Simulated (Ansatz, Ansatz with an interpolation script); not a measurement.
Planning a run of Ansatz 0.2.0 on SiO2 (P6_222). The input:

```yaml
crystal:
  lattice:
    - [5.013, 0.0, 0.0]
    - [-2.5065, 4.3413853492, 0.0]
    - [0.0, 0.0, 5.47]
  atoms:
    - { symbol: Si, position: [0.5, 0.5, 0.3333333333] }
    - { symbol: Si, position: [0.0, 0.5, 0.6666666667] }
    - { symbol: Si, position: [0.5, 0.0, 0.0] }
    - { symbol: O, position: [0.197, 0.803, 0.8333333333] }
    - { symbol: O, position: [0.394, 0.197, 0.1666666667] }
    - { symbol: O, position: [0.197, 0.394, 0.5] }
    - { symbol: O, position: [0.803, 0.197, 0.8333333333] }
    - { symbol: O, position: [0.606, 0.803, 0.1666666667] }
    - { symbol: O, position: [0.803, 0.606, 0.5] }
kpoints:
  mp_grid: { grid: [6, 6, 4] }
hamiltonian:
  xc: lda
  pseudopotentials: { kind: paw, azcp: { folder: soft_1 }, xc_functional: pbe }
scf:
  occupations: { method: fixed }
  n_extra_bands: 63
output:
  wannier:
    kmesh: [6, 6, 4]
    projections:
      - { species: O, l: p, shell: 2 }
      - { species: Si, l: s, shell: 3 }
      - { species: Si, l: p, shell: 3 }
    minimise: true
    write_hr: true
    seedname: w
    conv_tol: 1.0e-06
    max_iter: 20000
    stability_check: false
    disentanglement:
      window: [-7.97, 17.46]
      frozen_window: [-7.97, 10.1]
      conv_tol: 1.0e-08
```

The database entry behind the starting cell is an old determination (1926), so it need not match the best structure at ambient conditions.

```sh
ansatz run input.yaml --threads 3 --pin off --max-ram 92160MiB --backend cuda --events-out ev --progress --plain --runs-dir out --devices 1 --max-vram 13GiB
```

How long will it take on 1 × NVIDIA H100 80GB HBM3 (shared by 6 runs) with 3 threads of AMD EPYC 7R13 (Zen 3), shared host, and how much memory?

It took 33 s; on shared hardware allow 16 s to 65 s. Peak host memory was 1.1 GiB.

[Paths, hosts, dates, memory and timing lines, banners, echoed tables and standing remarks are left out of the program output.]

[Logs are printed without paths, hosts, clocks, repeated set-up lines and the standing remarks that a program may print on its own settings, such as how far it seeks lower states.]

[Runs of the session that timed out or met a known fault of the program may be left out.]

[Hosts, paths, dates, database ids (printed as entryN), source tags and the programs' standing remarks are cut or masked in the printed files.]
